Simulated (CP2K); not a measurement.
Consider silyloxirane at its PBE geometry (Å).

```xyz
10

Si    1.4282   -0.1403   -0.1423
C    -0.2671    0.5594    0.2529
C    -1.4976   -0.2537    0.0966
O    -1.1551    0.7207   -0.9072
H     1.2586   -1.2748   -1.0913
H     2.0811   -0.6182    1.1116
H     2.2871    0.9100   -0.7577
H    -0.3393    1.3966    0.9581
H    -1.4221   -1.2979   -0.2216
H    -2.3737   -0.0021    0.7010
```

Method: CP2K XAS_TDP, all-electron GAPW, PBEh(45%), aug-pc-1, TDA, no relativity.

Q: Where do the C K-edge lines lie, and how strong are they?

Leading lines: C2 283.74 eV and C3 284.44 eV. The leading line of an atom is its first one with 35 % of the strongest within 2.5 eV of its lowest line over the strength cut. 

The first six lines of each atom with a strength over 0.0015:

| atom | energy (eV) | states | strength, one atom |
| --- | --- | --- | --- |
| C2 (bonded to C, O, Si and H) | 283.74 | 1 | 0.0429 |
|  | 284.94 | 1 | 0.0075 |
|  | 285.34 | 1 | 0.0141 |
|  | 285.50 | 1 | 0.0238 |
|  | 285.81 | 1 | 0.0042 |
|  | 286.87 | 1 | 0.0020 |
| C3 (bonded to C, O and 2 H) | 284.44 | 1 | 0.0497 |
|  | 285.23 | 1 | 0.0026 |
|  | 285.47 | 1 | 0.0178 |
|  | 285.79 | 1 | 0.0225 |
|  | 286.25 | 1 | 0.0024 |
|  | 287.40 | 1 | 0.0032 |

Lines are vertical, at one geometry, with no vibrational structure. Without a correction of the core level, line positions, and the gaps between valence and Rydberg lines, follow the share of exact exchange. At this level such K lines come out 3 to 6 eV under measured ones. These values hold no scalar relativity, about 0.1 eV for C 1s. Rydberg lines, and the discretised continuum above threshold, depend on the basis and the box.

[Banner, clock and machine lines of the logs are left out without a mark of their own.]

[Logs are printed without paths, hosts, clocks, repeated set-up lines and the standing remarks that a program may print on its own settings, such as how far it seeks lower states.]

[Hosts, paths, dates, database ids (printed as entryN), source tags and the programs' standing remarks are cut or masked in the printed files.]
